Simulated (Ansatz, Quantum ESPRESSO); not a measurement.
**Mo (Im-3m): electron-phonon coupling**

Aim: phonons of metallic Mo (Im-3m) and how strongly they couple to the electrons.

Method: DFT PBE, scalar-relativistic, plane waves, PseudoDojo norm-conserving pseudopotentials, in Quantum ESPRESSO 7.5.

This is a report of a sequence of runs, with most program output left out.

### Step 1. The structure

Symmetry: Im-3m, No. 229, cubic system. Conventional cell: a = 3.147 Å, b = 3.147 Å, c = 3.147 Å, α = 90.00°, β = 90.00°, γ = 90.00°. Mo has 8 Mo at 2.73 Å nearest.

### Step 2. A probe with smearing

Before anything dear is run, a loose run with smearing shows whether this is a metal and how far the cell is from rest.

Contents of probe.in:

```
 &control
    calculation='scf',
    prefix='x',
    outdir='./tmp',
    pseudo_dir='./pseudo',
    tprnfor=.true.,
    tstress=.true.,
    verbosity='high',
 /
 &system
    ibrav=0,
    nat=1,
    ntyp=1,
    ecutwfc=72.0,
    occupations='smearing',
    smearing='gaussian',
    degauss=0.01,
 /
 &electrons
    conv_thr=1.0d-07,
    mixing_beta=0.7,
    electron_maxstep=100,
 /
ATOMIC_SPECIES
 Mo     95.9500  Mo.upf
CELL_PARAMETERS angstrom
    -1.573415000    1.573415000    1.573415000
     1.573415000   -1.573415000    1.573415000
     1.573415000    1.573415000   -1.573415000
ATOMIC_POSITIONS crystal
 Mo     0.000000000   0.000000000   0.000000000
K_POINTS automatic
 8 8 8 0 0 0
```

Run with:

```bash
> OMP_NUM_THREADS=1 mpirun -n 8 pw.x -nk 8 -in probe.in > probe.out
```

It took 2.8 s on 8 MPI ranks of Intel Xeon at 2.70GHz, shared host.

This step gave:

| Property | Result |
| --- | --- |
| volume per atom | 15.58 Å³ |
| pressure | 3.936 GPa |
| gap on the k-mesh | 0 eV |

No gap opens on this mesh, so smearing is kept; the start stands at 3.9 GPa.

### Step 3. Relaxing the cell and atoms

The harmonic expansion starts where the forces on the atoms vanish, and stress shifts the frequencies, so cell and atoms are relaxed with tight thresholds.

Contents of relax.in:

```
 &control
    calculation='vc-relax',
    prefix='x',
    outdir='./tmp',
    pseudo_dir='./pseudo',
    tprnfor=.true.,
    tstress=.true.,
    forc_conv_thr=2.0d-05,
    etot_conv_thr=1.0d-07,
    nstep=40,
 /
 &system
    ibrav=0,
    nat=1,
    ntyp=1,
    ecutwfc=72.0,
    occupations='smearing',
    smearing='mv',
    degauss=0.02,
 /
 &electrons
    conv_thr=1.0d-11,
    mixing_beta=0.7,
    electron_maxstep=100,
 /
 &ions
 /
 &cell
    press_conv_thr=0.2,
 /
ATOMIC_SPECIES
 Mo     95.9500  Mo.upf
CELL_PARAMETERS angstrom
    -1.573415000    1.573415000    1.573415000
     1.573415000   -1.573415000    1.573415000
     1.573415000    1.573415000   -1.573415000
ATOMIC_POSITIONS crystal
 Mo     0.000000000   0.000000000   0.000000000
K_POINTS automatic
 16 16 16 0 0 0
```

Run with:

```bash
> OMP_NUM_THREADS=1 mpirun -n 8 pw.x -nk 8 -in relax.in > relax.out
```

The job ended after 23 s (8 MPI ranks).

Step by step:

| step | energy less that of the first step (eV) | largest force (eV/Å) | pressure (GPa) | volume (Å³) |
| --- | --- | --- | --- | --- |
| 1 | 0.0000 | 0.0000 | 3.17 | 15.58 |
| 2 | -0.0015 | 0.0000 | -1.22 | 15.83 |
| 3 | -0.0018 | 0.0000 | -0.02 | 15.76 |
| 4 | -0.0018 | 0.0000 | 0.01 | 15.76 |
| 5 | -0.0025 | 0.0000 | 0.09 | 15.76 |

| conventional cell, symmetrised | before | after | change |
| --- | --- | --- | --- |
| a (Å) | 3.147 | 3.159 | +0.4 % |
| b (Å) | 3.147 | 3.159 | +0.4 % |
| c (Å) | 3.147 | 3.159 | +0.4 % |
| volume (Å³/atom) | 15.58 | 15.76 | +1.2 % |

Final coordinates:

```xyz
1
Lattice="-1.5795 1.5795 1.5795 1.5795 -1.5795 1.5795 1.5795 1.5795 -1.5795" Properties=species:S:1:pos:R:3 pbc="T T T"
Mo    0.0000    0.0000    0.0000
```

The last row of the table of steps is pw.x's closing run on a basis chosen anew for the final cell, so its energy can jump.

Read from the output:

```yaml
volume_per_atom: 15.76 Å³
pressure: 0.09200 GPa
```

The volume changes by +1.2 % from the cell with which this run began.

### Step 4. Ground state

The response is built on this ground state, so it is converged far tighter than an energy would need. Smearing stays on, as the first look found no gap above 0.3 eV.

Contents of scf.in:

```
 &control
    calculation='scf',
    prefix='x',
    outdir='./tmp',
    pseudo_dir='./pseudo',
    tprnfor=.true.,
    tstress=.true.,
 /
 &system
    ibrav=0,
    nat=1,
    ntyp=1,
    ecutwfc=72.0,
    occupations='smearing',
    smearing='mv',
    degauss=0.02,
 /
 &electrons
    conv_thr=1.0d-12,
    mixing_beta=0.7,
    electron_maxstep=100,
 /
ATOMIC_SPECIES
 Mo     95.9500  Mo.upf
CELL_PARAMETERS angstrom
    -1.579468852    1.579468852    1.579468852
     1.579468852   -1.579468852    1.579468852
     1.579468852    1.579468852   -1.579468852
ATOMIC_POSITIONS crystal
 Mo     0.000000000   0.000000000   0.000000000
K_POINTS automatic
 16 16 16 0 0 0
```

Run with:

```bash
> OMP_NUM_THREADS=1 mpirun -n 8 pw.x -nk 8 -in scf.in > scf.out
```

The job ended after 6 s (8 MPI ranks).

The cell stands at 0.092 GPa, close enough for phonons.

### Step 5. Levels on a dense mesh

The coupling is a sum over pairs of states at the Fermi level and needs a much denser mesh than the density does.

scf_fit.in, as its differences from scf.in of step 4:

```diff
@@ -16,5 +16,6 @@
     degauss=0.02,
+    la2F=.true.,
  /
  &electrons
-    conv_thr=1.0d-12,
+    conv_thr=1.0d-10,
     mixing_beta=0.7,
@@ -31,2 +32,2 @@
 K_POINTS automatic
- 16 16 16 0 0 0
+ 32 32 32 0 0 0
```

Run with:

```bash
> OMP_NUM_THREADS=1 mpirun -n 8 pw.x -nk 8 -in scf_fit.in > scf_fit.out
```

Wall time 32 s (8 MPI ranks); 4.2 min of CPU time.

Numbers from this step:

```
pressure : 0.312 GPa
```

### Step 6. Ground state

The run on the dense mesh left its levels for the electron-phonon sums; ph.x needs the ground state on the coarse mesh, so pw.x runs once more in the same folder.

scf.in is that of step 4.

Run with:

```bash
> OMP_NUM_THREADS=1 mpirun -n 8 pw.x -nk 8 -in scf.in > scf.out
```

The job ended after 6.2 s (8 MPI ranks).

Read from the output:

* pressure: 0.09200 GPa

### Step 7. Linear response on the mesh

Linear response treats each wavevector in the unit cell, with no supercell; the 4×4×4 mesh fixes the range of the force constants to be had. The change of the potential is kept for the electron-phonon matrix elements.

Contents of ph.in:

```
phonons
 &inputph
    prefix='x',
    outdir='./tmp',
    fildyn='x.dyn',
    tr2_ph=1.0d-18,
    alpha_mix(1)=0.4,
    nmix_ph=8,
    ldisp=.true.,
    nq1=4,
    nq2=4,
    nq3=4,
    electron_phonon='interpolated',
    fildvscf='dvscf',
    el_ph_sigma=0.005,
    el_ph_nsigma=10,
 /
```

Run with:

```bash
> OMP_NUM_THREADS=1 mpirun -n 8 ph.x -nk 8 -in ph.in > ph.out
```

Wall time 35 min (8 MPI ranks); 4.6 h of CPU time.

This step gave:

```yaml
largest_acoustic_frequency_at_the_zone_centre_before_the_sum_rule: -0.77 cm⁻¹
lowest_mode_on_the_q_mesh_acoustic_ones_at_the_zone_centre_apart: 113.5 cm⁻¹
```

Frequencies (cm⁻¹) at each irreducible wavevector; negative means imaginary. Frequencies by wavevector:

| q (fractions) | star | mode 1 | mode 2 | mode 3 |
| --- | --- | --- | --- | --- |
| 0 0 0 | 1 | -0.77 | -0.77 | -0.77 |
| 0 0 0.25 | 12 | 113.5 | 132.2 | 194.2 |
| 0 0 -0.5 | 6 | 145.8 | 194.7 | 261.5 |
| 0 0.25 0.25 | 24 | 185.6 | 198.3 | 235.1 |
| 0.25 0.25 0.25 | 2 | 206.9 | 206.9 | 206.9 |
| 0.25 0.25 -0.25 | 6 | 146.3 | 146.3 | 238.3 |
| 0.25 -0.5 -0.5 | 12 | 173.1 | 218.9 | 234.1 |
| -0.5 -0.5 -0.5 | 1 | 182 | 182 | 182 |

Couplings of single modes at a Gaussian broadening of 0.02 Ry, as ph.x prints them; it sets λ to zero for modes under 20 cm⁻¹. Mode couplings:

| q (fractions) | mode | frequency (cm⁻¹) | λ | linewidth γ (GHz) |
| --- | --- | --- | --- | --- |
| 0 0 0.25 | 1 | 113.5 | 0.0929 | 4.57 |
| 0 0 0.25 | 2 | 132.2 | 0.0854 | 5.7 |
| 0 0 0.25 | 3 | 194.2 | 0.1042 | 15 |
| 0 0 -0.5 | 1 | 145.8 | 0.7754 | 62.92 |
| 0 0 -0.5 | 2 | 194.7 | 0.0631 | 9.13 |
| 0 0 -0.5 | 3 | 261.5 | 0.1124 | 29.34 |
| 0 0.25 0.25 | 1 | 185.6 | 0.1192 | 15.67 |
| 0 0.25 0.25 | 2 | 198.3 | 0.0844 | 12.67 |
| 0 0.25 0.25 | 3 | 235.1 | 0.0765 | 16.13 |
| 0.25 0.25 0.25 | 1 | 206.9 | 0.1982 | 32.38 |
| 0.25 0.25 0.25 | 2 | 206.9 | 0.1999 | 32.66 |
| 0.25 0.25 0.25 | 3 | 206.9 | 0.1999 | 32.66 |
| 0.25 0.25 -0.25 | 1 | 146.3 | 0.2259 | 18.45 |
| 0.25 0.25 -0.25 | 2 | 146.3 | 0.2259 | 18.45 |
| 0.25 0.25 -0.25 | 3 | 238.3 | 0.1555 | 33.71 |
| 0.25 -0.5 -0.5 | 1 | 173.1 | 0.4739 | 54.21 |
| 0.25 -0.5 -0.5 | 2 | 218.9 | 0.2014 | 36.83 |
| 0.25 -0.5 -0.5 | 3 | 234.1 | 0.1767 | 36.95 |
| -0.5 -0.5 -0.5 | 1 | 182 | 0.9222 | 116.6 |
| -0.5 -0.5 -0.5 | 2 | 182 | 0.9387 | 118.7 |
| -0.5 -0.5 -0.5 | 3 | 182 | 0.9334 | 118 |

The acoustic modes at Γ come out as far as 0.8 cm⁻¹ from zero, where they should vanish, a small numerical error.

### Step 8. Fourier transform to real space

The dynamical matrices of the mesh are Fourier-transformed to force constants in real space.

Contents of q2r.in:

```
 &input
    fildyn='x.dyn',
    zasr='crystal',
    flfrc='x.fc',
    la2F=.true.,
 /
```

Run with:

```bash
> q2r.x < q2r.in > q2r.out
```

It took 0.78 s on 1 thread.

### Step 9. Dispersion

From the force constants any wavevector is cheap; points of the mesh come back as solved, but for the sum rule and, in polar crystals, the LO-TO term at Γ; the rest is interpolation.

Contents of matdyn.in:

```
 &input
    asr='crystal',
    flfrc='x.fc',
    flfrq='x.freq',
    flvec='x.modes',
    q_in_band_form=.true.,
    q_in_cryst_coord=.true.,
 /
8
  0.0000000   0.0000000   0.0000000  12  ! GAMMA
  0.5000000  -0.5000000   0.5000000  12  ! H
  0.0000000   0.0000000   0.5000000  12  ! N
  0.0000000   0.0000000   0.0000000  12  ! GAMMA
  0.2500000   0.2500000   0.2500000  12  ! P
  0.5000000  -0.5000000   0.5000000   1  ! H
  0.2500000   0.2500000   0.2500000  12  ! P
  0.0000000   0.0000000   0.5000000   1  ! N
```

Run with:

```bash
> matdyn.x -in matdyn.in > matdyn.out
```

Wall time 0.69 s (1 thread).

Read from the output:

```
lowest frequency on the path      : 0 cm⁻¹
mean frequency                    : 189.5 cm⁻¹
Debye temperature (second moment) : 360 K
logarithmic mean frequency        : 183.8 cm⁻¹
```

Matdyn.x, sum rule crystal. Phonon branches along the path, in cm⁻¹:

| point | branch 1 | branch 2 | branch 3 |
| --- | --- | --- | --- |
| Γ | 0 | 0 | 0 |
| halfway | 146 | 146 | 238 |
| H | 182 | 182 | 182 |
| halfway | 173 | 219 | 234 |
| N | 146 | 195 | 262 |
| halfway | 114 | 132 | 194 |
| Γ | 0 | 0 | 0 |
| halfway | 162 | 162 | 200 |
| P | 207 | 207 | 207 |
| halfway | 209 | 224 | 224 |
| H | 182 | 182 | 182 |
| jump to P | 207 | 207 | 207 |
| halfway | 188 | 202 | 238 |
| N | 146 | 195 | 262 |

Lowest modes at the softest wavevector of the mesh; phase exp(i q.(R + tau)). Modes at q = (0.250, -0.250, 0.000):

| mode | frequency (cm⁻¹) |
| --- | --- |
| 1 | 113.5 |
| 2 | 132.2 |
| 3 | 194.2 |

Displacements in mode 1 (113.5 cm⁻¹), the largest set to 1, in the home cell:
```
Mo1 0.00 0.00 1.00
```

Displacements in mode 2 (132.2 cm⁻¹), the largest set to 1, in the home cell:
```
Mo1 1.00 1.00 0.00
```

Force constants by pair (phonopy on the run's constants); pairs near half the supercell's span include their periodic images. Pair force constants, by row:

| atom | neighbour | distance (Å) | third of the trace (eV/Å²) | along the pair's line (eV/Å²) |
| --- | --- | --- | --- | --- |
| Mo1 | itself | 0 | 13.28 | – |
| Mo1 | Mo | 2.736 | -0.8949 | -1.986 |
| Mo1 | Mo | 3.159 | -0.8135 | -2.741 |
| Mo1 | Mo | 4.467 | -0.1804 | -0.3118 |
| Mo1 | Mo | 5.239 | 0.0547 | 0.1297 |
| Mo1 | Mo | 5.471 | 0.019 | -0.3592 |
| Mo1 | Mo | 6.318 | -0.2129 | -0.4588 |
| Mo1 | Mo | 7.064 | 0.0295 | 0.0397 |

Harmonic mean-square displacement, third of the trace. Mean-square displacements:

| T (K) | Mo1 U_eq (Å²) |
| --- | --- |
| 0 | 0.001 |
| 100 | 0.00128 |
| 300 | 0.00286 |
| 600 | 0.00551 |

Mode patterns, pair constants, displacements and means over the zone were worked out by phonopy from the force constants of q2r.x.

All branches are real along the path.

### Step 10. Density of states

Sums over the zone need many more wavevectors than were solved, so the interpolation is sampled on a dense mesh.

Contents of matdyn.in:

```
 &input
    asr='crystal',
    flfrc='x.fc',
    dos=.true.,
    fldos='x.dos',
    nk1=20,
    nk2=20,
    nk3=20,
    deltaE=0.3,
    la2F=.true.,
 /
```

Run with:

```bash
> matdyn.x -in matdyn.in > matdyn.out
```

Elapsed: 59 s, on 1 thread.

This step gave:

```yaml
share_of_modes_beyond_3i_cm_minus1_on_the_dense_interpolated_mesh: 0
electron_phonon_coupling_constant: 0.5106
logarithmic_mean_frequency_weighted_by_the_coupling: 266.0 K
zero_point_energy_per_atom: 35.24 meV
heat_capacity_at_300_k: 23.23 J/(mol atoms K)
vibrational_entropy_at_300_k: 28.95 J/(mol atoms K)
```

The phonon density of states has structure finer than the step of the table below, so its rows give means over 10 cm⁻¹, whole bins alone (the curve runs from 0 to 261 cm⁻¹). Peaks (cm⁻¹: height): 201.0: 0.0385, 247.5: 0.0336.

Tetrahedra. Table of phonon density of states by wavenumber; means over each step:

| wavenumber (cm⁻¹) | phonon density of states (1/cm⁻¹/cell) |
| --- | --- |
| 10 | 1.3e-5 |
| 20 | 5.2e-5 |
| 30 | 1.9e-4 |
| 40 | 3.7e-4 |
| 50 | 6.5e-4 |
| 60 | 9.6e-4 |
| 70 | 0.00136 |
| 80 | 0.00187 |
| 90 | 0.00249 |
| 100 | 0.00328 |
| 110 | 0.00430 |
| 120 | 0.00564 |
| 130 | 0.00756 |
| 140 | 0.0108 |
| 150 | 0.0168 |
| 160 | 0.0194 |
| 170 | 0.0226 |
| 180 | 0.0281 |
| 190 | 0.0296 |
| 200 | 0.0358 |
| 210 | 0.0238 |
| 220 | 0.0160 |
| 230 | 0.0186 |
| 240 | 0.0265 |
| 250 | 0.0200 |

Harmonic thermodynamic functions per atom, summed over the density of states scaled to three modes an atom; melting is ignored. Thermodynamic functions:

| T (K) | F_vib (meV/atom) | S (J/mol-atom/K) | C_V (J/mol-atom/K) |
| --- | --- | --- | --- |
| 0 | 35.24 | 0 | 0 |
| 50 | 35.09 | 1.24 | 4.015 |
| 100 | 33 | 7.311 | 13.96 |
| 200 | 18.6 | 19.87 | 21.31 |
| 300 | -6.95 | 28.95 | 23.23 |
| 400 | -40.62 | 35.74 | 23.96 |
| 500 | -80.56 | 41.13 | 24.31 |
| 600 | -125.6 | 45.58 | 24.5 |
| 700 | -174.8 | 49.37 | 24.62 |
| 800 | -227.7 | 52.66 | 24.69 |
| 900 | -283.8 | 55.57 | 24.75 |
| 1000 | -342.8 | 58.18 | 24.78 |

λ by broadening:

| broadening (Ry) | lambda | N(E_F) (states/spin/Ry/cell) | ω_log (K) |
| --- | --- | --- | --- |
| 0.005 | 0.4736 | 4.122 | 259.7 |
| 0.01 | 0.5401 | 4.345 | 268.9 |
| 0.015 | 0.5324 | 4.438 | 268.1 |
| 0.02 | 0.5106 | 4.447 | 266 |
| 0.025 | 0.496 | 4.458 | 264.4 |
| 0.03 | 0.4894 | 4.49 | 263.3 |
| 0.035 | 0.4877 | 4.535 | 262.7 |
| 0.04 | 0.4887 | 4.588 | 262.4 |
| 0.045 | 0.4914 | 4.651 | 262.2 |
| 0.05 | 0.4955 | 4.727 | 262 |

The alpha^2 F has structure finer than the step of the table below, so its rows give means over 1 meV, whole bins alone (the curve runs from 0.019 to 32.5 meV). Peaks (meV: height): 22.6: 0.921, 30.6: 0.488.

Gaussian broadening 0.02 Ry. The alpha^2 F by phonon energy; means over each step:

phonon energy (meV), alpha^2 F and a bar from the least value:
```
        3      0.000 
        4      0.000 
        5      0.000 
        6     -0.001 
        7     -0.001 
        8     -0.001 
        9     -0.001 
       10     -0.001 
       11      0.000 
       12      0.002 
       13      0.005 
       14      0.013 #
       15      0.025 #
       16      0.050 ##
       17      0.099 ####
       18      0.262 ###########
       19      0.383 #################
       20      0.406 ##################
       21      0.462 ####################
       22      0.635 ############################
       23      0.692 ##############################
       24      0.537 #######################
       25      0.514 ######################
       26      0.350 ###############
       27      0.272 ############
       28      0.238 ##########
       29      0.288 #############
       30      0.364 ################
       31      0.265 ############
```

At 300 K the heat capacity has reached 93 % of the Dulong-Petit value.

### Step 11. A second program

A second program on the same cell, potentials, cutoff and meshes tests the implementation of the phonon response, not its convergence. Its couplings are summed in its own way. Its k mesh is centred on Γ.

This step: DFT PBE, scalar-relativistic, plane waves, PseudoDojo norm-conserving pseudopotentials (Ansatz 0.2.0).

Contents of input.yaml:

```yaml
crystal:
  lattice:
    - [-1.579468852, 1.579468852, 1.579468852]
    - [1.579468852, -1.579468852, 1.579468852]
    - [1.579468852, 1.579468852, -1.579468852]
  atoms:
    - { symbol: Mo, position: [0.0, 0.0, 0.0] }
kpoints:
  mp_grid: { grid: [16, 16, 16] }
hamiltonian:
  xc: pbe
  pseudopotentials: { kind: nc, accuracy: standard }
scf:
  occupations: { method: cold, width: 0.27211 }
output:
  eigenvalues: true
basis:
  ecutwfc: 979.61
phonons:
  method: dfpt
  qmesh: [4, 4, 4]
  temperatures: { t_max: 1000, t_step: 50 }
  qpath:
    path:
      - [[0.0, 0.0, 0.0], [0.5, -0.5, 0.5], [0.0, 0.0, 0.5], [0.0, 0.0, 0.0], [0.25, 0.25, 0.25], [0.5, -0.5, 0.5]]
      - [[0.25, 0.25, 0.25], [0.0, 0.0, 0.5]]
    npoints: 12
  electrical_resistivity: { temperatures: [77, 300], mesh: [32, 32, 32] }
```

Run with:

```bash
> ansatz run input.yaml --threads 8 --pin off --max-ram 16384MiB --backend cpu --events-out ev --progress --plain --runs-dir out
```

Run time: 6.9 min. Hardware: 8 threads; peak memory 5.3 GiB; 48 min of CPU time.

Numbers from this step:

| Item | Value |
| --- | --- |
| sum-rule residual before enforcement | 1.29e-4 eV/Å² |
| electron-phonon coupling constant | 0.4287 |
| logarithmic mean frequency weighted by the coupling | 257.2 K |
| vibrational entropy at 300 K | 28.96 J/(mol atoms K) |

The alpha^2 F by phonon energy; read off at these points:

phonon energy (meV), alpha^2 F and a bar:
```
      1.0      0.000 
      2.0      0.000 
      3.0      0.001 
      4.0      0.001 
      5.0      0.002 
      6.0      0.002 
      7.0      0.003 
      8.0      0.005 
      9.0      0.007 
     10.0      0.010 #
     11.0      0.012 #
     12.0      0.015 #
     13.0      0.019 #
     14.0      0.024 #
     15.0      0.031 ##
     16.0      0.043 ##
     17.0      0.066 ###
     18.0      0.160 #########
     19.0      0.326 #################
     20.0      0.405 ######################
     21.0      0.415 ######################
     22.0      0.503 ###########################
     22.3      0.563 ##############################
     23.0      0.485 ##########################
     24.0      0.397 #####################
     25.0      0.319 #################
     26.0      0.264 ##############
     27.0      0.167 #########
     28.0      0.194 ##########
     28.6      0.417 ######################
     29.0      0.383 ####################
     30.0      0.386 #####################
     30.6      0.449 ########################
     31.0      0.123 #######
     32.0      0.040 ##
```

### Step 12. The two compared: QE PseudoDojo and Ansatz, PseudoDojo

Numbers from this step:

```
root-mean-square difference             : 0.02 cm⁻¹
largest difference                      : 0.03 cm⁻¹
root-mean-square difference on the path : 0 cm⁻¹
largest difference on the path          : 0.1 cm⁻¹
```

The two runs side by side. Further quantities:

| quantity | QE PseudoDojo | Ansatz, PseudoDojo |
| --- | --- | --- |
| λ | 0.511 | 0.429 |
| ω_log (K) | 266 | 257.2 |

The interpolated bands of the two lie on top of each other.

At the solved wavevectors the largest difference (acoustic modes at Γ apart) is 0.01 % of the highest mode; λ differs by 19 %.

### Step 13. Results

| Quantity | Value |
| --- | --- |
| space group after relaxation | Im-3m |
| volume per atom | 15.8 Å³ |
| q mesh | 4×4×4 |
| lowest mode on the q mesh (acoustic ones at the zone centre apart) | 113.5 cm⁻¹ |
| zero-point energy per atom | 35.2 meV |
| heat capacity at 300 K | 23.2 J/(mol atoms K) |
| vibrational entropy at 300 K | 28.9 J/(mol atoms K) |
| coupling constant for broadenings of 0.01 to 0.04 Ry | 0.49 to 0.54 |
| logarithmic mean frequency over the same range | 262 to 269 K |
| imaginary modes on the q mesh | none |
| largest difference from Ansatz, PseudoDojo | 0.03 cm⁻¹ |

What this shows: λ is about 0.51 and holds within 15 % over the middle broadenings, a moderate coupling. λ is 0.51 by Gaussian broadening on the dense mesh and 0.43 by Ansatz's sums without a broadening; neither is converged in the meshes. Mo (Im-3m) is dynamically stable on the 4×4×4 mesh; its spectrum reaches 262 cm⁻¹. QE PseudoDojo and Ansatz, PseudoDojo agree to 0.03 cm⁻¹ (0.01 % of the highest mode compared) on all solved modes but the acoustic ones at Γ. These are harmonic frequencies at zero temperature: anharmonic shifts and linewidths and thermal expansion are left out. In a metal the frequencies hang on the k mesh and the smearing, most of all near Kohn anomalies. The relaxation ran at 72 Ry, under the 80 Ry recommended for these files; the stress of so short a basis can leave the cell about one per cent too small. Ansatz warns that the cutoff lies 10 % under the one recommended for these files; agreement at one cutoff is not convergence.

[Host names and launcher messages were left out of these logs when they were recorded.]

[Logs are printed without paths, hosts, clocks, repeated set-up lines and the standing remarks that a program may print on its own settings, such as how far it seeks lower states.]

[Hosts, paths, dates, database ids (printed as entryN), source tags and the programs' standing remarks are cut or masked in the printed files.]
